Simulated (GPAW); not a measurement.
# Work function of ZrSi2N4 monolayer at several levels, part 2 of 2

Aim: the work function of both faces of ZrSi2N4 monolayer, and its spread over functionals and bases. Where a layer proves gapped, the work function hangs on where the smearing puts the Fermi level, and the band edges take its place.

GPAW 26.7.0; GPAW, PAW setups; layer in a repeated cell with vacuum, relaxation of atoms and in-plane cell (the session's first sound run).

So far, upper work function (eV): step 3 (the slab's potential, PBE, GPAW) 5.70; step 4 (self-consistent run: xc = "RPBE") 5.55; step 5 (self-consistent run: xc = "vdW-DF2", GPAW, PAW setups, GPAW) 6.09; step 6 (OptPBE vdW: xc = "optPBE-vdW", GPAW, PAW setups, GPAW) 5.93.

## (7) Self-consistent run: xc = "revPBE"

The same geometry under revPBE, to see how far the functional moves the levels against the vacuum.

run.py reads:

```python
import json
import numpy as np
from ase import Atoms
from gpaw import GPAW, PW

slab = Atoms(
    ['N', 'Si', 'N', 'Zr', 'N', 'Si', 'N'],
    positions=[
        [-0.00000, 0.00000, 9.00000],
        [0.00000, 1.73887, 9.49548],
        [0.00000, 1.73887, 11.24747],
        [-0.00000, 0.00000, 12.51936],
        [0.00000, 1.73887, 13.79125],
        [0.00000, 1.73887, 15.54324],
        [-0.00000, -0.00000, 16.03872]],
    cell=[[3.01181, 0.0, 0.0], [-1.50591, 2.6083, 0.0], [0.0, 0.0, 25.0387]],
    pbc=[True, True, False])

slab.calc = GPAW(mode=PW(500), xc='revPBE', kpts={'size': (12, 12, 1), 'gamma': True},
                 occupations={'name': 'fermi-dirac', 'width': 0.05}, nbands='200%',
                 convergence={'density': 1e-05}, maxiter=200,
                 poissonsolver={'dipolelayer': 'xy'},
                 symmetry={'tolerance': 1e-3}, txt='slab.txt')
result = {}
energy = slab.get_potential_energy()
fermi = slab.calc.get_fermi_level()
v = slab.calc.get_electrostatic_potential().mean((0, 1)) - fermi
n = slab.calc.get_pseudo_density().mean((0, 1))
L = slab.cell[2, 2]
z = np.arange(len(v)) * L / len(v)
low, high = slab.positions[:, 2].min(), slab.positions[:, 2].max()
below, above = np.interp([low - 6.8, high + 6.8], z, v)
slopes = [np.interp(x, z, np.gradient(v, z)) for x in (low - 6.8, high + 6.8)]
eps = np.array([[slab.calc.get_eigenvalues(k, s) for k in range(len(slab.calc.get_ibz_k_points()))]
                for s in range(slab.calc.get_number_of_spins())]) - fermi
top, bottom = eps[eps < 0].max(), eps[eps > 0].min()
dipole = slab.get_dipole_moment()[2]
print(f'energy {energy:.4f} eV, Fermi level {fermi:.4f} eV, dipole {dipole:.5f} e A')
print(f'potential 6.8 A off the faces, from the Fermi level: lower {below:.4f} eV, upper {above:.4f} eV')
print(f'slope of the potential there: lower {slopes[0]:.5f}, upper {slopes[1]:.5f} eV/A')
print(f'nearest levels on the mesh: {top:.4f} and {bottom:.4f} eV')
print('magnetic moment', round(slab.get_magnetic_moment(), 3))
result.update(energy=energy, fermi=fermi, dipole=dipole, below=below, above=above, slopes=slopes, edges=[top, bottom],
              z=z.tolist(), v=v.tolist(), n=n.tolist(), positions=slab.positions.tolist(),
              forces=slab.get_forces(apply_constraint=False).tolist(), moments=slab.get_magnetic_moments().tolist())
json.dump(result, open('result.json', 'w'))
```

Command:

```bash
$ OMP_NUM_THREADS=1 OPENBLAS_NUM_THREADS=1 python run.py
```

Wall time 45 s (1 thread of Intel Xeon Platinum 8375C at 2.90GHz (Ice Lake), shared host); peak memory 0.28 GiB.

This step gave:

```yaml
levels_nearest_the_fermi_level_on_the_mesh: -0.5750, 0.7055 eV from the Fermi level
upper_work_function: 5.564 eV
lower_work_function: 5.572 eV
upper_ionisation_energy: 6.139 eV
```

The electrostatic potential energy of an electron (without an applied field's), less the Fermi level, planar mean oscillates, so the rows of the table below give means over windows of 1.11 Å about each position, cut where the curve ends. Its maxima inside the range that stand out by 2 % of the span (Å: eV): 10.6: 0.583, 11.7: -7.51, 13.4: -7.51, 14.5: 0.579. Its minima: 9.1: -22.1, 11.3: -11.7, 12.5: -26.7, 13.7: -11.7, 16.0: -22.1.

Electrostatic potential energy of an electron (without an applied field's), less the Fermi level, planar mean against z; means over each step:

z (Å), electrostatic potential energy of an electron (without an applied field's), less the Fermi level, planar mean (eV) and a bar from the least value:
```
     0.56        5.6 ##############################
     1.67        5.6 ##############################
     2.77        5.6 ##############################
     3.88        5.6 ##############################
     4.99        5.6 ##############################
     6.10        5.6 ##############################
     7.21        5.4 ##############################
     8.32       -1.1 ######################
     9.43      -17.8 ##
    10.54       -2.4 ####################
    11.65      -11.1 ##########
    12.76      -19.3 
    13.87       -6.5 ###############
    14.98       -7.5 ##############
    16.09      -14.5 ######
    17.20        4.2 ############################
    18.31        5.5 ##############################
    19.42        5.6 ##############################
    20.53        5.6 ##############################
    21.64        5.6 ##############################
    22.75        5.6 ##############################
    23.86        5.6 ##############################
```

The highest filled level lies 0.575 eV under the Fermi level, so the ionisation energy from the upper face is 5.564 + 0.575 = 6.139 eV, against 6.259 eV in the base run.

## (8) Self-consistent run: xc = "LDA"

The same geometry under LDA, to see how far the functional moves the levels against the vacuum.

run.py, as its differences from that of step 7:

```diff
@@ -18,3 +18,3 @@
 
-slab.calc = GPAW(mode=PW(500), xc='revPBE', kpts={'size': (12, 12, 1), 'gamma': True},
+slab.calc = GPAW(mode=PW(500), xc='LDA', kpts={'size': (12, 12, 1), 'gamma': True},
                  occupations={'name': 'fermi-dirac', 'width': 0.05}, nbands='200%',
```

The job ended after 42 s (1 thread; peak memory 0.28 GiB).

Numbers from this step:

```yaml
levels_nearest_the_fermi_level_on_the_mesh: -0.5021, 0.6290 eV from the Fermi level
upper_work_function: 6.060 eV
lower_work_function: 6.068 eV
upper_ionisation_energy: 6.562 eV
```

The highest filled level lies 0.502 eV under the Fermi level, so the ionisation energy from the upper face is 6.060 + 0.502 = 6.562 eV, against 6.259 eV in the base run.

## (9) Real-space grid: mode = "fd"

A real-space grid is a second complete basis, so it checks the plane-wave result.

run.py, as its differences from that of step 8:

```diff
@@ -3,3 +3,3 @@
 from ase import Atoms
-from gpaw import GPAW, PW
+from gpaw import GPAW
 
@@ -18,3 +18,3 @@
 
-slab.calc = GPAW(mode=PW(500), xc='LDA', kpts={'size': (12, 12, 1), 'gamma': True},
+slab.calc = GPAW(mode='fd', h=0.18, xc='PBE', kpts={'size': (12, 12, 1), 'gamma': True},
                  occupations={'name': 'fermi-dirac', 'width': 0.05}, nbands='200%',
```

The job ended after 3.5 min (1 thread; peak memory 0.82 GiB).

Numbers from this step:

```yaml
dipole_along_the_normal: 3.57e-4 e·Å
levels_nearest_the_fermi_level_on_the_mesh: -0.5722, 0.7010 eV from the Fermi level
upper_work_function: 5.727 eV
lower_work_function: 5.735 eV
upper_ionisation_energy: 6.299 eV
```

The highest filled level lies 0.572 eV under the Fermi level, so the ionisation energy from the upper face is 5.727 + 0.572 = 6.299 eV, against 6.259 eV in the base run.

## (10) Atomic orbitals: mode = "lcao"

Atom-centred orbitals end a few angstrom from the surface, which tests how much the density's tail matters.

run.py, as its differences from that of step 9:

```diff
@@ -18,4 +18,4 @@
 
-slab.calc = GPAW(mode='fd', h=0.18, xc='PBE', kpts={'size': (12, 12, 1), 'gamma': True},
-                 occupations={'name': 'fermi-dirac', 'width': 0.05}, nbands='200%',
+slab.calc = GPAW(mode='lcao', basis='dzp', h=0.18, xc='PBE', kpts={'size': (12, 12, 1), 'gamma': True},
+                 occupations={'name': 'fermi-dirac', 'width': 0.05}, nbands='120%',
                  convergence={'density': 1e-05}, maxiter=200,
```

It took 6.8 min on 1 thread; peak memory 0.34 GiB.

Numbers from this step:

```
levels nearest the Fermi level on the mesh : -0.5261, 0.6524 eV from the Fermi level
upper work function                        : 5.696 eV
lower work function                        : 5.705 eV
upper ionisation energy                    : 6.223 eV
```

The electrostatic potential energy of an electron (without an applied field's), less the Fermi level, planar mean oscillates, so the rows of the table below give means over windows of 1.07 Å about each position, cut where the curve ends. Its maxima inside the range that stand out by 2 % of the span (Å: eV): 10.6: 0.703, 11.6: -7.46, 13.4: -7.46, 14.5: 0.699. Its minima: 9.1: -22.3, 11.3: -11.6, 12.5: -26.7, 13.8: -11.6, 15.9: -22.3.

Electrostatic potential energy of an electron (without an applied field's), less the Fermi level, planar mean against z; means over each step:

| z (Å) | electrostatic potential energy of an electron (without an applied field's), less the Fermi level, planar mean (eV) |
| --- | --- |
| 0.54 | 5.70 |
| 1.60 | 5.70 |
| 2.67 | 5.70 |
| 3.74 | 5.70 |
| 4.81 | 5.70 |
| 5.88 | 5.70 |
| 6.95 | 5.66 |
| 8.02 | 3.27 |
| 9.09 | -17.1 |
| 10.16 | -5.40 |
| 11.23 | -7.04 |
| 12.30 | -19.9 |
| 13.37 | -11.0 |
| 14.44 | -2.19 |
| 15.51 | -17.0 |
| 16.58 | -3.50 |
| 17.65 | 5.45 |
| 18.72 | 5.69 |
| 19.79 | 5.70 |
| 20.86 | 5.70 |
| 21.93 | 5.70 |
| 23.00 | 5.70 |
| 24.07 | 5.70 |

The highest filled level lies 0.526 eV under the Fermi level, so the ionisation energy from the upper face is 5.696 + 0.526 = 6.223 eV, against 6.259 eV in the base run.

## (11) Cost and result by level

Times are for 1 thread of Intel Xeon Platinum 8375C at 2.90GHz (Ice Lake), shared host. The series side by side:

| no. | run | upper ionisation energy (eV) | time | memory (GiB) |
| --- | --- | --- | --- | --- |
| 1 | pw | 6.259 | 43 s | 0.28 |
| 2 | RPBE | 6.134 | 44 s | 0.28 |
| 3 | vdW DF2 | 6.708 | 56 s | 0.45 |
| 4 | optPBE vdW | 6.513 | 56 s | 0.45 |
| 5 | revPBE | 6.139 | 45 s | 0.28 |
| 6 | LDA | 6.562 | 42 s | 0.28 |
| 7 | fd | 6.299 | 3.5 min | 0.82 |
| 8 | lcao | 6.223 | 6.8 min | 0.34 |

## (12) Side by side

Results and costs are gathered.

This step: comparison of work functions, dipole and cost (GPAW 26.7.0).

Ladder, by row:

| step | code | work function, upper (eV) | work function, lower (eV) | dipole (e Å) | wall time (s) | peak memory (GiB) | threads |
| --- | --- | --- | --- | --- | --- | --- | --- |
| pw | GPAW | 5.701 | 5.709 | 3.35e-4 | 43.17 | 0.28 | 1 |
| RPBE | GPAW | 5.553 | 5.561 | 3.35e-4 | 44.48 | 0.28 | 1 |
| vdW-DF2 | GPAW | 6.086 | 6.094 | 3.35e-4 | 56.06 | 0.45 | 1 |
| optPBE-vdW | GPAW | 5.927 | 5.935 | 3.35e-4 | 55.72 | 0.45 | 1 |
| revPBE | GPAW | 5.564 | 5.572 | 3.35e-4 | 44.74 | 0.28 | 1 |
| LDA | GPAW | 6.06 | 6.068 | 3.35e-4 | 41.57 | 0.28 | 1 |
| fd | GPAW | 5.727 | 5.735 | 3.57e-4 | 208.2 | 0.82 | 1 |
| lcao | GPAW | 5.696 | 5.705 | 3.57e-4 | 406.4 | 0.34 | 1 |

## (13) Summary of results

* work function, upper and lower face (Fermi level placed in the gap by the smearing): 5.701 and 5.709 eV
* ionisation energy from the upper face (highest filled level on the mesh): 6.26 eV
* electron affinity from the upper face (lowest empty Kohn-Sham level on the mesh): 5.01 eV
* dipole along the normal: 3.3e-4 e Å

What this shows: With plane waves and PBE the ionisation energy from the upper face is 6.26 eV and the Kohn-Sham electron affinity 5.01 eV. The levels nearest the Fermi level on the mesh lie 1.25 eV apart, so the slab is gapped there: the smearing puts the Fermi level inside the gap, and from either face the ionisation energy is the work function plus 0.56 eV. Both are Kohn-Sham levels on the mesh, and semilocal gaps are too small, so the affinity tends to come out too large and the ionisation energy too small. Work functions of a gapped slab move with the place of the Fermi level in the gap; over the runs without a planted fault the highest filled level on the mesh lies 6.13 (RPBE) to 6.71 eV (vdW-DF2) under the upper vacuum level. The starting lattice was a guess from atomic radii; the relaxation moved it by 3 %. The small printed dipole stands for a step of -7.7 meV from the lower to the upper face, and the probes find -8.2 meV; values this small are near the numerical noise of both. The layer's cell and atoms come from the relaxation; spin-orbit coupling and temperature are left out.

[Logs are printed without paths, hosts, clocks, repeated set-up lines and the standing remarks that a program may print on its own settings, such as how far it seeks lower states.]

[Hosts, paths, dates, database ids (printed as entryN), source tags and the programs' standing remarks are cut or masked in the printed files.]
